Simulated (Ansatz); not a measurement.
## Amorphous Si (76 atoms): a reference run and its variants

Density of this cell: 2.24 g/cm³. The cell holds 76 atoms: 76 Si. Cell: a = 11.660 Å, b = 11.660 Å, c = 11.660 Å, α = 90.0°, β = 90.0°, γ = 90.0°. 76 atoms (76 Si) placed at random at 2.24 g/cm³, melted at 2500 K for 10 ps at fixed volume with the modified Tersoff potential (Kumagai, Izumi, Hara and Sakai, Comput. Mater. Sci. 39, 457 (2007)). Quenched from 2500 K to 100 K at 50 K/ps and fixed volume, annealed at 700 K for 50 ps, held 5 ps, then minimised at fixed cell.

Geometry: as built.

Reference run: Kohn-Sham DFT, PBE, PAW (set soft_2), plane waves (Ansatz 0.2.0), cutoff 750 eV, Γ point, fermi-dirac smearing of 0.025 eV.

- r.m.s. force component: 0.2243 eV/Å
- spacing of highest filled and lowest empty level: 0.0451 eV
- SCF cycles: 10
- time: 19 s on 4 threads of Arm Neoverse V2, shared host

Variants, in no order:
A. support functions medium, spacing 0.463 Å
B. support functions medium, spacing 0.386 Å
C. support functions medium, spacing 0.206 Å

Q: Order the variants from the smallest to the largest r.m.s. change of the forces.

C, B, A.

```tsv
variant	Δ force, r.m.s. (meV/Å)	share of r.m.s. force (%)	time over the reference's
C. support functions medium, spacing 0.206 Å	0.131	0.0584	3.3
B. support functions medium, spacing 0.386 Å	1.86	0.830	1.6
A. support functions medium, spacing 0.463 Å	8.66	3.86	1.4
```

[Logs are printed without paths, hosts, clocks, repeated set-up lines and the standing remarks that a program may print on its own settings, such as how far it seeks lower states.]

[Hosts, paths, dates, database ids (printed as entryN), source tags and the programs' standing remarks are cut or masked in the printed files.]
